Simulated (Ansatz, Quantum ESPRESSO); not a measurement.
# Gate doping of honeycomb AsN, 2 layers, AB stacking, part 3 of 7

Aim: where the induced charge goes and how the bands change when honeycomb AsN, 2 layers, AB stacking is doped by a gate.

Quantum ESPRESSO 7.5; plane-wave DFT, PBE, GBRV ultrasoft pseudopotentials; geometry by Ansatz 0.2.0 with PAW datasets.

So far. Step 3 (Ground state: neutral sheet, no gate): The run needed 17 iterations to bring the estimated error under 1e-07 Ry.

### 6. Bands along a path: neutral sheet, no gate

The density is frozen and the levels are solved along a path.

File g0.bands.in:

```
&control
  prefix = 'g0.bands'
  outdir = './out'
  pseudo_dir = './pseudo'
  calculation = 'bands'
  tefield = .true.
  dipfield = .true.
/
&system
  ibrav = 0
  nat = 4
  ntyp = 2
  ecutwfc = 40
  ecutrho = 200
  occupations = 'smearing'
  smearing = 'fd'
  degauss = 0.004
  edir = 3
  emaxpos = 0.200922
  eopreg = 0.01
  eamp = 0.0
  nbnd = 16
/
&electrons
  conv_thr = 1e-07
  mixing_beta = 0.4
  electron_maxstep = 120
  mixing_mode = 'local-TF'
/
ATOMIC_SPECIES
  N   14.0070  n_pbe_v1.2.uspp.F.UPF
  As  74.9216  as_pbe_v1.uspp.F.UPF
CELL_PARAMETERS angstrom
  2.95552558194245 -0.00000000000000 -0.00000000000000
  -1.47776279097123 2.55956023549695 -0.00000000000000
  -0.00000000000000 -0.00000000000000 27.24000000000000
ATOMIC_POSITIONS crystal
  N   0.666666666667 0.333333333333 0.406604666595
  As  0.333333333333 0.666666666667 0.441457616369
  N   -0.000000000000 -0.000000000000 0.558430446622
  As  0.666666666667 0.333333333333 0.593507270414
K_POINTS crystal_b
4
  0.0000000000 0.0000000000 0.0000000000 14
  0.5000000000 0.0000000000 0.0000000000 14
  0.3333333333 0.3333333333 0.0000000000 14
  0.0000000000 0.0000000000 0.0000000000 1
```

The run is started by

```
cp -r out/g0.save out/g0.bands.save
cp out/g0.xml out/g0.bands.xml
OMP_NUM_THREADS=1 mpirun -n 4 pw.x -nk 4 -in g0.bands.in > g0.bands.out
```

Log:

```text
[banner, memory and clock lines left out]
Program PWSCF v.7.5 starts

          URL

     Presently no symmetry can be used with electric field

     Atomic positions and unit cell read from directory:
     ./out/g0.bands.save/

     G-vector sticks info

     bravais-lattice index     =            0
     lattice parameter (alat)  =       5.5851  a.u.
     unit-cell volume          =    1390.6050 (a.u.)^3
     number of atoms/cell      =            4
     number of atomic types    =            2
     number of electrons       =        20.00
     number of Kohn-Sham states=           16
     kinetic-energy cutoff     =      40.0000  Ry
     charge density cutoff     =     200.0000  Ry
     Exchange-correlation= SLA  PW   PBE  PBE
                           (   1   4   3   4   0   0   0)

     celldm(1)=   5.585134  celldm(2)=   0.000000  celldm(3)=   0.000000
     celldm(4)=   0.000000  celldm(5)=   0.000000  celldm(6)=   0.000000

     crystal axes: (cart. coord. in units of alat)
               a(1) = (   1.000000  -0.000000  -0.000000 )
               a(2) = (  -0.500000   0.866025  -0.000000 )
               a(3) = (  -0.000000  -0.000000   9.216635 )

     reciprocal axes: (cart. coord. in units 2 pi/alat)
               b(1) = (  1.000000  0.577350  0.000000 )
               b(2) = (  0.000000  1.154701  0.000000 )
               b(3) = (  0.000000  0.000000  0.108499 )

     PseudoPot. # 1 for N  read from file:
     ./pseudo/n_pbe_v1.2.uspp.F.UPF
     Pseudo is Ultrasoft + core correction, Zval =  5.0
     Generated by new atomic code, or converted to UPF format
     Using radial grid of  729 points,  4 beta functions with:
                l(1) =   0
                l(2) =   0
                l(3) =   1
                l(4) =   1
     Q(r) pseudized with  8 coefficients,  rinner =    0.900   0.900   0.900

     PseudoPot. # 2 for As read from file:
     ./pseudo/as_pbe_v1.uspp.F.UPF
     Pseudo is Ultrasoft + core correction, Zval =  5.0
     Generated by new atomic code, or converted to UPF format
     Using radial grid of  875 points,  6 beta functions with:
                l(1) =   0
                l(2) =   0
                l(3) =   1
                l(4) =   1
                l(5) =   2
                l(6) =   2
     Q(r) pseudized with  8 coefficients,  rinner =    1.300   1.300   1.300
                                                       1.300   1.300

     atomic species   valence    mass     pseudopotential
     N                 5.00    14.00700     N ( 1.00)
     As                5.00    74.92160     As( 1.00)

     No symmetry found

   Cartesian axes

     site n.     atom                  positions (alat units)
         1        N      tau(   1) = (   0.5000000   0.2886751   3.7475267  )
         2        As     tau(   2) = (  -0.0000000   0.5773503   4.0687536  )
         3        N      tau(   3) = (   0.0000000   0.0000000   5.1468495  )
         4        As     tau(   4) = (   0.5000000   0.2886751   5.4701398  )

     number of k points=    43  Fermi-Dirac smearing, width (Ry)=  0.0040
                       cart. coord. in units 2pi/alat
        k(    1) = (   0.0000000   0.0000000   0.0000000), wk =   0.0465116
        k(    2) = (   0.0357143   0.0206197   0.0000000), wk =   0.0465116
        k(    3) = (   0.0714286   0.0412393   0.0000000), wk =   0.0465116
        k(    4) = (   0.1071429   0.0618590   0.0000000), wk =   0.0465116
        k(    5) = (   0.1428571   0.0824786   0.0000000), wk =   0.0465116
        k(    6) = (   0.1785714   0.1030983   0.0000000), wk =   0.0465116
        k(    7) = (   0.2142857   0.1237179   0.0000000), wk =   0.0465116
        k(    8) = (   0.2500000   0.1443376   0.0000000), wk =   0.0465116
        k(    9) = (   0.2857143   0.1649572   0.0000000), wk =   0.0465116
        k(   10) = (   0.3214286   0.1855769   0.0000000), wk =   0.0465116
        k(   11) = (   0.3571429   0.2061965   0.0000000), wk =   0.0465116
        k(   12) = (   0.3928571   0.2268162   0.0000000), wk =   0.0465116
        k(   13) = (   0.4285714   0.2474358   0.0000000), wk =   0.0465116
        k(   14) = (   0.4642857   0.2680555   0.0000000), wk =   0.0465116
        k(   15) = (   0.5000000   0.2886751   0.0000000), wk =   0.0465116
        k(   16) = (   0.4880952   0.3092948   0.0000000), wk =   0.0465116
        k(   17) = (   0.4761905   0.3299144   0.0000000), wk =   0.0465116
        k(   18) = (   0.4642857   0.3505341   0.0000000), wk =   0.0465116
        k(   19) = (   0.4523810   0.3711537   0.0000000), wk =   0.0465116
        k(   20) = (   0.4404762   0.3917734   0.0000000), wk =   0.0465116
        k(   21) = (   0.4285714   0.4123930   0.0000000), wk =   0.0465116
        k(   22) = (   0.4166667   0.4330127   0.0000000), wk =   0.0465116
        k(   23) = (   0.4047619   0.4536324   0.0000000), wk =   0.0465116
        k(   24) = (   0.3928571   0.4742520   0.0000000), wk =   0.0465116
        k(   25) = (   0.3809524   0.4948717   0.0000000), wk =   0.0465116
        k(   26) = (   0.3690476   0.5154913   0.0000000), wk =   0.0465116
        k(   27) = (   0.3571429   0.5361110   0.0000000), wk =   0.0465116
        k(   28) = (   0.3452381   0.5567306   0.0000000), wk =   0.0465116
        k(   29) = (   0.3333333   0.5773503   0.0000000), wk =   0.0465116
        k(   30) = (   0.3095238   0.5361110   0.0000000), wk =   0.0465116
        k(   31) = (   0.2857143   0.4948717   0.0000000), wk =   0.0465116
        k(   32) = (   0.2619048   0.4536324   0.0000000), wk =   0.0465116
        k(   33) = (   0.2380952   0.4123930   0.0000000), wk =   0.0465116
        k(   34) = (   0.2142857   0.3711537   0.0000000), wk =   0.0465116
        k(   35) = (   0.1904762   0.3299144   0.0000000), wk =   0.0465116
        k(   36) = (   0.1666667   0.2886751   0.0000000), wk =   0.0465116
        k(   37) = (   0.1428571   0.2474358   0.0000000), wk =   0.0465116
        k(   38) = (   0.1190476   0.2061965   0.0000000), wk =   0.0465116
        k(   39) = (   0.0952381   0.1649572   0.0000000), wk =   0.0465116
        k(   40) = (   0.0714286   0.1237179   0.0000000), wk =   0.0465116
        k(   41) = (   0.0476190   0.0824786   0.0000000), wk =   0.0465116
        k(   42) = (   0.0238095   0.0412393   0.0000000), wk =   0.0465116
        k(   43) = (   0.0000000   0.0000000   0.0000000), wk =   0.0465116

     Dense  grid:    66579 G-vectors     FFT dimensions: (  25,  25, 240)

     Smooth grid:    47643 G-vectors     FFT dimensions: (  24,  24, 216)

     The potential is recalculated from file :
     ./out/g0.bands.save/charge-density

     negative rho (up, down):  4.013E-04 0.000E+00

[...]
-20.3217 -18.8785 -10.6245  -9.0967  -6.9170  -5.4673  -5.2175  -3.7765
    -3.3230  -1.4629   0.7087   2.0920   2.3626   3.1071   3.3958   3.8875

          k = 0.2143 0.1237 0.0000 (  5982 PWs)   bands (ev):

   -20.0779 -18.6345 -10.6662  -9.1719  -7.4141  -5.9476  -5.4269  -3.9867
    -3.2527  -1.4562   0.4570   1.9692   2.2425   3.4301   3.7178   4.0035

          k = 0.2500 0.1443 0.0000 (  5958 PWs)   bands (ev):

   -19.7966 -18.3528 -10.8456  -9.3798  -7.7493  -6.2486  -5.6343  -4.1948
    -3.2118  -1.4934   0.0927   1.5819   2.4055   3.7911   4.0740   4.0759

          k = 0.2857 0.1650 0.0000 (  5948 PWs)   bands (ev):

   -19.4829 -18.0386 -11.1935  -9.7408  -7.8781  -6.3375  -5.8302  -4.3914
    -3.2262  -1.5882  -0.2681   1.2129   2.5497   4.1147   4.1663   4.3646

          k = 0.3214 0.1856 0.0000 (  5934 PWs)   bands (ev):

   -19.1446 -17.6998 -11.6690 -10.2213  -7.8165  -6.2514  -6.0071  -4.5688
    -3.3238  -1.7447  -0.5792   0.9152   2.6267   4.1303   4.3491   4.6284

          k = 0.3571 0.2062 0.0000 (  5938 PWs)   bands (ev):

   -18.7941 -17.3486 -12.1980 -10.7534  -7.6250  -6.1589  -6.0532  -4.7211
    -3.5168  -1.9586  -0.8200   0.7039   2.6433   4.1285   4.3205   5.0486

          k = 0.3929 0.2268 0.0000 (  5928 PWs)   bands (ev):

   -18.4514 -17.0051 -12.7128 -11.2708  -7.3646  -6.2812  -5.7992  -4.8438
    -3.7836  -2.2204  -0.9800   0.5695   2.6284   4.1174   4.2497   5.4916

          k = 0.4286 0.2474 0.0000 (  5914 PWs)   bands (ev):

   -18.1484 -16.7011 -13.1533 -11.7135  -7.0908  -6.3707  -5.5423  -4.9335
    -4.0689  -2.4973  -1.0690   0.4914   2.6076   4.1040   4.1765   5.6057

          k = 0.4643 0.2681 0.0000 (  5930 PWs)   bands (ev):

   -17.9313 -16.4832 -13.4579 -12.0196  -6.8689  -6.4253  -5.3458  -4.9883
    -4.2939  -2.7223  -1.1102   0.4517   2.5936   4.0939   4.1242   5.5975

          k = 0.5000 0.2887 0.0000 (  5948 PWs)   bands (ev):

   -17.8509 -16.4025 -13.5682 -12.1305  -6.7799  -6.4437  -5.2725  -5.0067
    -4.3795  -2.8119  -1.1218   0.4395   2.5890   4.0901   4.1054   5.5944

          k = 0.4881 0.3093 0.0000 (  5936 PWs)   bands (ev):

   -17.8455 -16.3971 -13.5643 -12.1266  -6.8380  -6.4254  -5.3433  -4.9765
    -4.3748  -2.8081  -1.0901   0.4734   2.6099   4.0465   4.1252   5.5503

          k = 0.4762 0.3299 0.0000 (  5940 PWs)   bands (ev):

   -17.8294 -16.3809 -13.5527 -12.1150  -6.9914  -6.3862  -5.5133  -4.9220
    -4.3619  -2.7979  -1.0010   0.5684   2.6728   3.9249   4.1830   5.4259

          k = 0.4643 0.3505 0.0000 (  5920 PWs)   bands (ev):

   -17.8028 -16.3542 -13.5339 -12.0964  -7.2122  -6.3401  -5.7443  -4.8648
    -4.3432  -2.7835  -0.8705   0.7073   2.7778   3.7432   4.2797   5.2409

          k = 0.4524 0.3712 0.0000 (  5934 PWs)   bands (ev):

   -17.7663 -16.3175 -13.5090 -12.0717  -7.4807  -6.2930  -6.0127  -4.8045
    -4.3208  -2.7676  -0.7198   0.8669   2.9236   3.5246   4.4133   5.0206

          k = 0.4405 0.3918 0.0000 (  5926 PWs)   bands (ev):

   -17.7207 -16.2718 -13.4793 -12.0422  -7.7791  -6.3578  -6.1884  -4.7387
    -4.2966  -2.7528  -0.5703   1.0234   3.0976   3.3018   4.5573   4.8123

          k = 0.4286 0.4124 0.0000 (  5922 PWs)   bands (ev):

   -17.6671 -16.2179 -13.4466 -12.0099  -8.0914  -6.6541  -6.1361  -4.6660
    -4.2719  -2.7416  -0.4400   1.1560   3.0362   3.3522   4.4804   4.8621

          k = 0.4167 0.4330 0.0000 (  5916 PWs)   bands (ev):

   -17.6070 -16.1575 -13.4133 -11.9771  -8.4031  -6.9649  -6.0589  -4.5869
    -4.2484  -2.7365  -0.3407   1.2495   2.8321   3.5891   4.2733   5.0862

          k = 0.4048 0.4536 0.0000 (  5906 PWs)   bands (ev):

   -17.5423 -16.0925 -13.3822 -11.9465  -8.7011  -7.2635  -5.9719  -4.5042
    -4.2266  -2.7402  -0.2781   1.2964   2.6568   3.8349   4.0897   5.3330

          k = 0.3929 0.4743 0.0000 (  5900 PWs)   bands (ev):

   -17.4755 -16.0254 -13.3563 -11.9212  -8.9738  -7.5368  -5.8782  -4.4249
    -4.2040  -2.7551  -0.2513   1.2981   2.5218   3.9100   4.1062   5.5730

          k = 0.3810 0.4949 0.0000 (  5906 PWs)   bands (ev):

   -17.4099 -15.9595 -13.3382 -11.9038  -9.2104  -7.7741  -5.7811  -4.3653
    -4.1696  -2.7826  -0.2535   1.2656   2.4270   3.8061   4.3169   5.7849

          k = 0.3690 0.5155 0.0000 (  5914 PWs)   bands (ev):

   -17.3495 -15.8987 -13.3295 -11.8958  -9.4019  -7.9661  -5.6855  -4.3439
    -4.1105  -2.8215  -0.2743   1.2156   2.3666   3.7323   4.4949   5.9531

          k = 0.3571 0.5361 0.0000 (  5934 PWs)   bands (ev):

   -17.2991 -15.8480 -13.3297 -11.8967  -9.5413  -8.1058  -5.5992  -4.3544
    -4.0383  -2.8668  -0.3014   1.1656   2.3323   3.6882   4.6240   6.0701

          k = 0.3452 0.5567 0.0000 (  5920 PWs)   bands (ev):

   -17.2645 -15.8132 -13.3352 -11.9026  -9.6248  -8.1896  -5.5344  -4.3765
    -3.9776  -2.9073  -0.3237   1.1296   2.3166   3.6666   4.6997   6.1363

          k = 0.3333 0.5774 0.0000 (  5898 PWs)   bands (ev):

   -17.2516 -15.8002 -13.3390 -11.9066  -9.6521  -8.2170  -5.5087  -4.3886
    -3.9524  -2.9252  -0.3325   1.1165   2.3126   3.6606   4.7237   6.1568

          k = 0.3095 0.5361 0.0000 (  5914 PWs)   bands (ev):

   -17.3127 -15.8617 -13.3043 -11.8711  -9.5518  -8.1166  -5.6309  -4.3166
    -4.0695  -2.8347  -0.2910   1.1703   2.3207   3.6767   4.6431   6.0897

          k = 0.2857 0.4949 0.0000 (  5928 PWs)   bands (ev):

   -17.5067 -16.0568 -13.1591 -11.7241  -9.2819  -7.8468  -5.9570  -4.4073
    -4.0857  -2.6025  -0.1689   1.3158   2.3361   3.7152   4.4440   5.9241

          k = 0.2619 0.4536 0.0000 (  5936 PWs)   bands (ev):

   -17.8184 -16.3700 -12.8795 -11.4418  -8.8890  -7.4553  -6.3753  -4.8099
    -3.8251  -2.3182   0.0087   1.5146   2.3665   3.7744   4.1766   5.7013

          k = 0.2381 0.4124 0.0000 (  5920 PWs)   bands (ev):

   -18.2065 -16.7595 -12.4845 -11.0438  -8.4120  -6.9976  -6.7855  -5.2304
    -3.5674  -2.0392   0.2068   1.7280   2.4365   3.8168   3.9121   5.4455

          k = 0.2143 0.3712 0.0000 (  5922 PWs)   bands (ev):

   -18.6281 -17.1822 -12.0143 -10.5704  -7.8902  -7.1905  -6.4428  -5.6068
    -3.3574  -1.7992   0.4033   1.9323   2.5631   3.4963   4.0114   5.1633

          k = 0.1905 0.3299 0.0000 (  5926 PWs)   bands (ev):

   -19.0505 -17.6055 -11.5217 -10.0738  -7.5701  -7.2342  -6.0368  -5.7536
    -3.2219  -1.6169   0.5986   2.1221   2.7242   3.1383   4.1389   4.7626

          k = 0.1667 0.2887 0.0000 (  5965 PWs)   bands (ev):

   -19.4515 -18.0072 -11.0775  -9.6229  -7.6502  -6.7135  -6.1115  -5.2689
    -3.1693  -1.4984   0.8054   2.2921   2.6610   3.0366   4.1120   4.2854

          k = 0.1429 0.2474 0.0000 (  5967 PWs)   bands (ev):

   -19.8166 -18.3728 -10.7659  -9.2941  -7.5352  -6.1810  -6.0375  -4.7376
    -3.1884  -1.4404   1.0249   2.1985   2.6295   3.1591   3.7952   3.9183

          k = 0.1190 0.2062 0.0000 (  6001 PWs)   bands (ev):

   -20.1361 -18.6928 -10.6300  -9.1250  -7.1740  -5.7157  -5.6916  -4.2542
    -3.2563  -1.4338   1.1713   1.9697   2.8382   3.1284   3.4679   3.5908

          k = 0.0952 0.1650 0.0000 (  5989 PWs)   bands (ev):

   -20.4039 -18.9608 -10.6281  -9.0882  -6.6213  -5.2874  -5.1744  -3.8465
    -3.3485  -1.4656   0.9980   2.0841   2.8065   2.9031   3.2194   3.5608

          k = 0.0714 0.1237 0.0000 (  5981 PWs)   bands (ev):

   -20.6157 -19.1728 -10.6872  -9.1227  -5.9695  -4.9715  -4.5270  -3.5299
    -3.4456  -1.5233   0.6033   2.2839   2.6142   2.6615   2.9693   3.5255

          k = 0.0476 0.0825 0.0000 (  5983 PWs)   bands (ev):

   -20.7686 -19.3259 -10.7554  -9.1761  -5.3200  -4.7507  -3.8809  -3.5363
    -3.3076  -1.5983   0.1659   1.9431   2.4501   2.7780   2.9731   3.3663

          k = 0.0238 0.0412 0.0000 (  5993 PWs)   bands (ev):

   -20.8610 -19.4184 -10.8048  -9.2179  -4.7970  -4.6217  -3.6308  -3.3474
    -3.1780  -1.6800  -0.1994   1.5971   2.3289   2.6606   3.2553   3.3093

          k = 0.0000 0.0000 0.0000 (  5995 PWs)   bands (ev):

   -20.8919 -19.4493 -10.8225  -9.2333  -4.5794  -4.5794  -3.6716  -3.1356
    -3.1356  -1.7240  -0.3489   1.4566   2.2876   2.6208   3.2165   3.4423

     XML data file, pseudopotentials, collected wavefunctions

                                        0.00s GPU  (     760 calls)
[key lines of the parts left out:]
Dipole field          0.0023 Ry au,
```

Elapsed: 20 s, on 4 MPI ranks of Arm Neoverse V2, shared host; peak memory 0.3 GiB; 78 s of CPU time.

Read from the output:

* valence top, on the run's zero: -1.434 eV
* conduction bottom, on the run's zero: -1.122 eV
* gap by band count: 0.3119 eV

Band numbers count within the set of bands kept for display. The electronic bands at the labelled points (eV, zero at the highest filled level of the SCF mesh; v1 is the highest filled band, c1 the lowest empty one):

| point | v4 | v3 | v2 | v1 | c1 | c2 | c3 | c4 |
| --- | --- | --- | --- | --- | --- | --- | --- | --- |
| Γ | -2.23 | -1.69 | -1.69 | -0.28 | 1.10 | 2.90 | 3.73 | 4.07 |
| halfway | -4.19 | -2.75 | -1.77 | -0.05 | 1.54 | 3.03 | 3.85 | 5.24 |
| M | -3.83 | -3.56 | -2.93 | -1.37 | 0.32 | 1.89 | 4.04 | 5.54 |
| halfway | -4.61 | -3.14 | -2.80 | -1.29 | 1.11 | 2.70 | 4.28 | 5.04 |
| K | -4.06 | -2.94 | -2.51 | -1.48 | 1.11 | 2.56 | 3.76 | 5.11 |
| halfway | -4.67 | -3.82 | -1.72 | -0.05 | 2.25 | 3.74 | 4.11 | 4.48 |
| Γ | -2.23 | -1.69 | -1.69 | -0.28 | 1.10 | 2.90 | 3.73 | 4.07 |

Along this path the valence top lies between K and Γ and the conduction bottom at M.

(Continued in part 4 of 7.)

[Logs are printed without paths, hosts, clocks, repeated set-up lines and the standing remarks that a program may print on its own settings, such as how far it seeks lower states.]

[Hosts, paths, dates, database ids (printed as entryN), source tags and the programs' standing remarks are cut or masked in the printed files.]

[Maps of the electrostatic potential energy from Ansatz leave out the sawtooth potential of an applied field or a dipole correction, so their vacuum need not be flat; planar profiles and work functions include it.]
